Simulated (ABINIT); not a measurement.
# Quasiparticle gap of MgS (F-43m) in ABINIT

Wanted: ground state, empty states, screening and self-energy for MgS (F-43m).

Program: ABINIT 10.8.3. Level of theory: LDA and many-body steps on it, plane waves. Results are calculated unless marked as measured.

## (1) Starting point

Symmetry: F-43m, No. 216, cubic system. The conventional cell has a = 5.666 Å, b = 5.666 Å, c = 5.666 Å, α = 90.00°, β = 90.00°, γ = 90.00°. Mg has 4 S at 2.45 Å nearest. Nearest to S lie 4 Mg at 2.45 Å. Farther neighbours and most contacts between anions are not listed.

Coordinates:

```cif
data_structure
_symmetry_space_group_name_H-M 'F-43m'
_symmetry_Int_Tables_number 216
_cell_length_a 5.6662
_cell_length_b 5.6662
_cell_length_c 5.6662
_cell_angle_alpha 90.000
_cell_angle_beta 90.000
_cell_angle_gamma 90.000
_cell_volume 181.92
loop_
_atom_site_label
_atom_site_type_symbol
_atom_site_symmetry_multiplicity
_atom_site_Wyckoff_symbol
_atom_site_fract_x
_atom_site_fract_y
_atom_site_fract_z
_atom_site_occupancy
Mg1 Mg 4 a 0.00000 0.00000 0.00000 1
S1 S 4 c 0.25000 0.25000 0.25000 1
```

The cell and positions are those that the Materials Project relaxed with its own functionals (PBE, PBE+U or r2SCAN), kept fixed. This is not the form that MgS usually takes at ambient conditions.

## (2) Ground state

This step: ABINIT 10.8.3; DFT, LDA, plane waves, norm-conserving pseudopotentials.

The ground-state density comes first.

File run.abi:

```
acell 3*1.0 Angstrom
rprim 
  -0.000000000000 2.833120046800 2.833120046800
  2.833120046800 -0.000000000000 2.833120046800
  2.833120046800 2.833120046800 -0.000000000000
ntypat 2
znucl 12 16
natom 2
typat 1 2
xred 
  0.000000000000 0.000000000000 0.000000000000
  0.750000000000 0.750000000000 0.750000000000
pp_dirpath "pseudos"
pseudos "Mg.upf, S.upf"
ecut 38
ngkpt 6 6 6
nshiftk 1
shiftk 0 0 0
kptopt 1
chksymbreak 0
nband 13
occopt 1
tolvrs 1e-10
nstep 60
prtwf 0
optforces 0
optstress 0
indata_prefix "in"
outdata_prefix "out"
tmpdata_prefix "tmp"
```

Run with:

```console
$ OMP_NUM_THREADS=1 mpirun -n 4 abinit run.abi > log
```

Numbers of over 12 decimals in the logs are rounded to 6 here.

Output:

```text
.Version 10.8.3 of ABINIT. v10.8.2 released Aug 2026.

 Symmetries : space group F-4 3 m (#216); Bravais cF (face-center cubic)
================================================================================
 Values of the parameters that define the memory need of the present run
     intxc =       0    ionmov =       0      iscf =       7    lmnmax =       6
     lnmax =       6     mgfft =      45  mpssoang =       3    mqgrid =    3001
     natom =       2  nloc_mem =       1    nspden =       1   nspinor =       1
    nsppol =       1      nsym =      24    n1xccc =    2501    ntypat =       2
    occopt =       1   xclevel =       1
-    mband =          13        mffmem =           1         mkmem =           4
       mpw =        3455          nfft =       91125          nkpt =          16
================================================================================
  Rough estimation (10% accuracy) of disk space for files :
================================================================================

--------------------------------------------------------------------------------
------------- Echo of variables that govern the present computation ------------
--------------------------------------------------------------------------------
 -outvars: echo values of preprocessed input variables --------
            acell      1.8897261259E+00  1.8897261259E+00  1.8897261259E+00 Bohr

      chksymbreak           0
             ecut      3.80000000E+01 Hartree
-          fftalg         312

              ixc       -1012
              kpt      0.00000000E+00  0.00000000E+00  0.00000000E+00
                       1.66666667E-01  0.00000000E+00  0.00000000E+00
                       3.33333333E-01  0.00000000E+00  0.00000000E+00
                       5.00000000E-01  0.00000000E+00  0.00000000E+00
                       1.66666667E-01  1.66666667E-01  0.00000000E+00
                       3.33333333E-01  1.66666667E-01  0.00000000E+00
                       5.00000000E-01  1.66666667E-01  0.00000000E+00
                      -3.33333333E-01  1.66666667E-01  0.00000000E+00
                      -1.66666667E-01  1.66666667E-01  0.00000000E+00
   [... 5 further rows ...]
                      -3.33333333E-01  3.33333333E-01  1.66666667E-01
                      -3.33333333E-01  5.00000000E-01  1.66666667E-01
         kptrlatt        6    0    0      0    6    0      0    0    6
          kptrlen      4.54286774E+01
P           mkmem           4
            natom           2
            nband          13
            ngfft          45      45      45
             nkpt          16
            nstep          60
             nsym          24
           ntypat           2
              occ      2.000000  2.000000  2.000000  2.000000  2.000000  2.000000
                       2.000000  2.000000  0.000000  0.000000  0.000000  0.000000
                       0.000000
        optforces           0
        optstress           0
            prtwf           0
            rprim     -0.0000000000E+00  2.8331200468E+00  2.8331200468E+00
[...]
spgroup         216

           tolvrs      1.00000000E-10

             xred      0.0000000000E+00  0.0000000000E+00  0.0000000000E+00
[...]
znucl       12.00000   16.00000

================================================================================

 chkinp: Checking input parameters for consistency.

================================================================================
== DATASET  1 ==================================================================
-   mpi_nproc: 4, omp_nthreads: 1 (-1 if OMP is not activated)

--- !DatasetInfo
iteration_state: {dtset: 1, }
dimensions: {natom: 2, nkpt: 16, mband: 13, nsppol: 1, nspinor: 1, nspden: 1, mpw: 3455, }
cutoff_energies: {ecut:  38.0, pawecutdg:  -1.0, }
electrons: {nelect:   1.60000000E+01, charge:   0.00000000E+00, occopt:   1.00000000E+00, tsmear:   1.00000000E-02, }

 Real(R)+Recip(G) space primitive vectors, cartesian coordinates (Bohr,Bohr^-1):
 R(1)=  0.0000000  5.3538210  5.3538210  G(1)= -0.0933912  0.0933912  0.0933912
 R(2)=  5.3538210  0.0000000  5.3538210  G(2)=  0.0933912 -0.0933912  0.0933912
 R(3)=  5.3538210  5.3538210  0.0000000  G(3)=  0.0933912  0.0933912 -0.0933912
 Unit cell volume ucvol=  3.0691741E+02 bohr^3
 Angles (23,13,12)=  6.00000000E+01  6.00000000E+01  6.00000000E+01 degrees

 getcut: wavevector=  0.0000  0.0000  0.0000  ngfft=  45  45  45
         ecut(hartree)=     38.000   => boxcut(ratio)=   2.09419

--- Pseudopotential description ------------------------------------------------
- Mg Generated using ONCVPSP code by D. R. Hamann
- 12.00000  10.00000  180309                  znucl, zion, pspdat
12 -1012 1 -1 1510                            pspcod,pspxc,lmax,lloc,mmax
     nproj     2     2     0
  pspatm : epsatm=    9.23542517
         --- l  ekb(1:nproj) -->
[...]
pspatm: atomic psp has been read  and splines computed

- S Generated using ONCVPSP code by D. R. Hamann
- 16.00000   6.00000  180309                  znucl, zion, pspdat
12 -1012 2 -1 1132                            pspcod,pspxc,lmax,lloc,mmax
     nproj     2     2     2
  pspatm : epsatm=    8.64647033
         --- l  ekb(1:nproj) -->
[...]
2   -2.858321   -0.603195
 pspatm: atomic psp has been read  and splines computed

   2.86110328E+02                                ecore*ucvol(ha*bohr**3)
--------------------------------------------------------------------------------

_setup2: Arith. and geom. avg. npw (full set) are    3431.949    3431.921

================================================================================

--- !BeginCycle
iteration_state: {dtset: 1, }
solver: {iscf: 7, nstep: 60, nline: 4, wfoptalg: 0, }
tolerances: {tolvrs: 1.00E-10, }

     iter   Etot(hartree)      deltaE(h)  residm     vres2
 ETOT  1  -70.396311550654    -7.040E+01 1.011E-01 2.069E+02
 ETOT  2  -70.440257941984    -4.395E-02 1.557E-02 1.732E+01
 ETOT  3  -70.442453506449    -2.196E-03 2.160E-03 2.767E-01
 ETOT  4  -70.442471168894    -1.766E-05 5.317E-04 8.459E-03
 ETOT  5  -70.442471434128    -2.652E-07 4.808E-04 1.079E-03
 ETOT  6  -70.442471628754    -1.946E-07 7.718E-05 3.080E-05
 ETOT  7  -70.442471629280    -5.257E-10 8.419E-05 8.962E-07
 ETOT  8  -70.442471629431    -1.516E-10 1.145E-05 9.740E-09
 ETOT  9  -70.442471629426     5.159E-12 1.740E-05 1.812E-10
 ETOT 10  -70.442471629426     5.684E-13 2.122E-06 5.488E-13

 At SCF step   10       vres2   =  5.49E-13 < tolvrs=  1.00E-10 =>converged.

--- !ResultsGS
iteration_state: {dtset: 1, }
comment   : Summary of ground state results
lattice_vectors:
- [ -0.0000000,   5.3538210,   5.3538210, ]
- [  5.3538210,  -0.0000000,   5.3538210, ]
- [  5.3538210,   5.3538210,  -0.0000000, ]
lattice_lengths: [   7.57145,    7.57145,    7.57145, ]
lattice_angles: [ 60.000,  60.000,  60.000, ] # degrees, (23, 13, 12)
lattice_volume:   3.0691741E+02
convergence: {deltae:  5.684E-13, res2:  5.488E-13, residm:  2.122E-06, diffor:  0.000E+00, }
etotal    :  -7.04424716E+01
entropy   :   0.00000000E+00
fermie    :   4.79460379E-02
cartesian_stress_tensor: null
pressure_GPa: null
xred      :
- [  0.0000E+00,   0.0000E+00,   0.0000E+00, Mg]
- [  7.5000E-01,   7.5000E-01,   7.5000E-01,  S]
cartesian_forces: null
force_length_stats: {min: null, max: null, mean: null, }

 Integrated electronic density in atomic spheres:
 ------------------------------------------------
 Atom  Sphere_radius  Integrated_density
    1        2.00000          8.32395751
    2        2.00000          3.94228617
================================================================================

 ----iterations are completed or convergence reached----

 Mean square residual over all n,k,spin=   10.529E-09; max=  21.224E-07
 reduced coordinates (array xred) for    2 atoms
       0.000000000000      0.000000000000      0.000000000000
       0.750000000000      0.750000000000      0.750000000000
 rms dE/dt=  0.0000E+00; max dE/dt=  0.0000E+00; dE/dt below (all hartree)
    1       0.000000000000      0.000000000000      0.000000000000
    2       0.000000000000      0.000000000000      0.000000000000

 cartesian coordinates (angstrom) at end:
    1      0.000000     0.000000     0.000000
    2      4.249680     4.249680     4.249680
 length scales=  1.889726125908  1.889726125908  1.889726125908 bohr
              =  1.000000000000  1.000000000000  1.000000000000 angstroms
 prteigrs : about to open file out_EIG
 Fermi (or HOMO) energy (hartree) =   0.04795   Average Vxc (hartree)=  -0.32845
 Eigenvalues (hartree) for nkpt=  16  k points:
 kpt#   1, nband= 13, wtk=  0.00463, kpt=  0.0000  0.0000  0.0000 (reduced coord)
  -2.63992   -1.44285   -1.44285   -1.44285   -0.36548    0.04795    0.04795    0.04795
   0.16427    0.33226    0.33226    0.33226    0.44110
 prteigrs : prtvol=0 or 1, do not print more k-points.

--- !EnergyTerms
iteration_state     : {dtset: 1, }
comment             : Components of total free energy in Hartree
kinetic             :  3.77096612733453E+01
hartree             :  2.54303168411525E+01
xc                  : -1.08903750417185E+01
Ewald energy        : -3.36102739744023E+01
psp_core            :  9.32206241276183E-01
local_psp           : -7.33743636135289E+01
non_local_psp       : -1.66396433555501E+01
total_energy        : -7.04424716294257E+01
total_energy_eV     : -1.91683730362986E+03
band_energy         : -1.46365449291939E+01

== END DATASET(S) ==============================================================
================================================================================

 -outvars: echo values of variables after computation  --------
           etotal     -7.0442471629E+01
            nband          13
             nkpt          16
          spgroup         216
 [... the other variables as echoed above ...]

 Calculation completed.
```

Wall time 7.2 s (4 MPI ranks of Arm Neoverse V2, shared host); peak memory 0.32 GiB.

Numbers from this step:

```yaml
total_energy: -1916.8373 eV
gap: 3.165 eV
k_of_the_valence_top: 0, 0, 0
k_of_the_conduction_bottom: 0, 0, 0
least_direct_gap: 3.165 eV
```

The gap is direct, at Γ.

(Part 1 of 3 ends here.)

[Paths, hosts, dates, memory and timing lines, banners, echoed tables and standing remarks are left out of the program output.]

[Logs are printed without paths, hosts, clocks, repeated set-up lines and the standing remarks that a program may print on its own settings, such as how far it seeks lower states.]

[Runs of the session that timed out or met a known fault of the program may be left out.]

[Hosts, paths, dates, database ids (printed as entryN), source tags and the programs' standing remarks are cut or masked in the printed files.]

[G0W0 gaps are taken among the corrected bands and points alone; a level outside them can change the order at an edge.]

[Where Ansatz stands beside ABINIT at settings called matched, ABINIT's density can come from a denser mesh and the files from another edition; pairs whose starting gaps differed by over 0.03 eV were left out, so agreement reads better than it is.]
